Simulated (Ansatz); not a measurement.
# Te (P3_121): a many-body input that goes wrong, and its mend

A first try at the G0W0 gap of Te (P3_121), what the program said, and an input that works.

Main program and level: Ansatz 0.2.0; G0W0 on PBE, plane waves, PAW; PAW set soft_1.

### 1. The structure

The structure is trigonal, space group P3_121 (No. 152). Conventional cell: a = 4.457 Å, b = 4.457 Å, c = 5.929 Å, α = 90.00°, β = 90.00°, γ = 120.00°. Nearest to Te lie 2 Te at 2.84 Å.

The cell and positions come from the Crystallography Open Database and are kept as given unless a step says otherwise. Spin-orbit coupling is left out unless a step names it. The default PAW set here is soft_1. Its files were made with PBE.

### 2. First try

input.yaml

```yaml
crystal:
  lattice:
    - [4.4572, 0.0, 0.0]
    - [-2.2286, 3.8600484297, 0.0]
    - [0.0, 0.0, 5.929]
  atoms:
    - { symbol: Te, position: [0.2633, 0.0, 0.3333333333] }
    - { symbol: Te, position: [0.0, 0.2633, 0.6666666667] }
    - { symbol: Te, position: [0.7367, 0.7367, 0.0] }
kpoints:
  mp_grid: { grid: [6, 6, 2] }
hamiltonian:
  xc: pbe
  pseudopotentials: { kind: paw_fr, azcp: { folder: soft_1 } }
scf:
  occupations: { method: fixed }
magnetization:
  noncollinear: true
  spin_orbit: true
gw:
  n_empty_bands: 107
  ecut_chi: 60
  qp_bands: [v2, c2]
  qp_kpoints: band_edges
  screening: { model: contour_deformation }
```

On the command line:

```console
$ ansatz run input.yaml --threads 3 --pin off --max-ram 92160MiB --backend cpu --events-out ev --progress --plain --runs-dir out
```

Numbers of over 12 decimals in the logs are rounded to 6 here.

What it wrote:

```text
Error: gw: with magnetization.noncollinear: true — the χ₀/Σ pipeline is wired for the unpolarised channel only — spinor oscillator elements and the per-channel sum are not implemented; use an unpolarised deck
```

Wall time 0.05 s (3 threads of AMD EPYC 7R13 (Zen 3), shared host); peak memory 0.038 GiB.

**What went wrong?**

The program refused the input before any cycle.

The program's message: “Error: gw: with magnetization.noncollinear: true — the χ₀/Σ pipeline is wired for the unpolarised channel only — spinor oscillator elements and the per-channel sum are not implemented; use an unpolari …”

The fault: spin-orbit coupling. The physics allows it, but this program's G0W0 has no spinor form; spin-orbit coupling is taken from a separate density-functional step.

### 3. A better input

G0W0 replaces the xc potential by the self-energy, built once from these orbitals. Only a window of levels is corrected, while the sums run over the empty bands that the input names. This step takes PAW set soft_1 files.

input.yaml, the sections that differ from step 2:

```yaml
kpoints:
  mp_grid: { grid: [6, 6, 4] }
hamiltonian:
  xc: pbe
  pseudopotentials: { kind: paw, azcp: { folder: soft_1 } }
# crystal, scf, gw: as in step 2
# magnetization: removed
```

On the command line:

```console
$ ansatz run input.yaml --threads 3 --pin off --max-ram 92160MiB --backend cuda --events-out ev --progress --plain --runs-dir out --devices 1 --max-vram 13GiB
```

What it wrote:

```text
GPUs: using 1 of 1 available (devices: 1).
[...]
device memory: the entry about to start is reckoned to put 1.0 GiB on a device that reports 52.6 GiB free (of which the cap on the GPU budget leaves the run 13.0 GiB)
GPU FFT provider: cuFFT
GPU libraries: cuBLAS 13.8.2, cuFFT 12.4.0, cuSOLVER 12.3.4
Crystal: 3 atoms, lattice volume = 102.008 Å³
Basis set: ecut = 420 eV, 2017 PW (Γ)
Bands: 29, of which v1, the nominal top of the filled ones, is band 24 counted from 1 (23 counted from 0)
Symmetry: 6 space group operations
[...]
k-points: 24 of 144 (time reversal used)
[...]
GPU buffer pool allocated for 36000 grid points (all kernels)
GPU transforms: local potential and band sums: pruned to the plane-wave sphere, on 30×30×40
[...]
SCF iter   1: F=—  HF=-20940.145285 eV  |F-HF|=—  |Δ(HF+E_count)|=         —  Δρ=1.60e-2  dr2=1.90e-1  ethr=3.10e-3  ⟨swp⟩=4.8  Hψ=2682  notcnv=0  defer=66
[...]
0    25      9.7612   -10.8339    -3.1410   -14.2632  0.7073    10.0698    10.0495  root ?
     0    26      9.7612   -10.8339    -3.1410   -14.2632  0.7073    10.0698    10.0495  root ?
     2    23      7.6657   -15.2163     1.6062   -13.5766  0.7007     7.6321     7.6323  root
     2    24      7.6657   -15.2163     1.6062   -13.5766  0.7007     7.6321     7.6323  root
     2    25      9.2640   -10.4052    -2.8180   -13.4430  0.7179     9.4919     9.4838  root
     2    26      9.3229    -9.8483    -3.0680   -13.1509  0.7271     9.5674     9.5575  root
     3    23      7.7997   -15.3756     1.4833   -13.8840  0.7048     7.7914     7.7913  root
     3    24      7.9455   -15.0381     1.3515   -13.6765  0.7077     7.9354     7.9354  root
[...]
23    23      8.7085   -15.3209     0.8517   -14.5395  0.7202     8.7782     8.7787  root
    23    24      8.7085   -15.3209     0.8517   -14.5395  0.7202     8.7782     8.7787  root
    23    25      8.8916   -10.9434    -2.6857   -13.9051  0.7251     9.1844     9.1677  root
    23    26     10.1695   -10.4425    -3.1668   -13.8823  0.7086    10.4593    10.4425  root
[key lines of the parts left out:]
SCF converged after 7 iterations
Free energy (F): -20940.129062 eV
Fermi energy:    8.708514 eV
```

It took 22 s on 1 × NVIDIA H100 80GB HBM3 (shared by 6 runs) with 3 threads; peak memory 1.2 GiB.

In the SCF lines HF is the Harris–Foulkes energy and dr2 the Hartree energy of the density residual, in eV; the loop may stop once dr2 is under the threshold and the program's other checks hold. Hψ counts applications of the Hamiltonian.

This step gave:

- bands summed: 131
- RPA ε∞ on this mesh (eigenvalues): 48.55, 333.8, 333.8
- plane waves in the screening matrix: 109
- q-points in the mesh: 144
- G0W0 gap on the mesh: 0.3889 eV
- k of the valence top: 0.3333, 0.3333, -0.5
- k of the conduction bottom: 0.3333, 0.3333, -0.5
- starting gap on the mesh: 0.1831 eV
- Z at the valence top: 0.7202
- Z at the conduction bottom: 0.7251
- least direct G0W0 gap on the computed points: 0.3889 eV

The gap on the mesh goes from 0.18 eV to 0.39 eV, a correction of +0.21 eV. Between the two edge states, bare exchange in place of the xc potential would open the gap by 3.74 eV, and correlation takes back 3.54 eV.

### 4. Results

| Property | Result |
| --- | --- |
| first try | refused after 0.05 s |
| better run | G0W0 gap on the mesh 0.39 eV (6×6×4 mesh, 107 empty bands, screening to 60 eV, PAW set soft_1 files) |

The second run differs in: start, files and mesh. Bands and cutoff are finite, so the gap is not at the basis limit. The miss can reach some tenths of an eV and take either sign; the mesh is an error of its own. The 6×6×4 mesh is coarse for this cell (its supercell is 24 Å along the shortest edge). The RPA ε∞ on it, from the PBE start, is 48.55 and 333.83; such meshes misread the long-range screening, most where the gap is narrow. With atoms this heavy and so narrow a gap, spin-orbit coupling can invert the bands. These scalar-relativistic gaps are then model values, not to be set against experiment, and a spin-orbit change taken from DFT can't simply be added. On this mesh the RPA ε∞ passes 90, more than nearly any semiconductor shows; a coarse mesh does this where one point with a narrow direct gap carries much weight. The screening is then too strong, and the G0W0 gap should not be taken as the material's.

[Paths, hosts, dates, memory and timing lines, banners, echoed tables and standing remarks are left out of the program output.]

[Logs are printed without paths, hosts, clocks, repeated set-up lines and the standing remarks that a program may print on its own settings, such as how far it seeks lower states.]

[Runs of the session that timed out or met a known fault of the program may be left out.]

[Cells called generated may have been cut or substituted from an entry of the Crystallography Open Database or the Materials Project.]

[Hosts, paths, dates, database ids (printed as entryN), source tags and the programs' standing remarks are cut or masked in the printed files.]
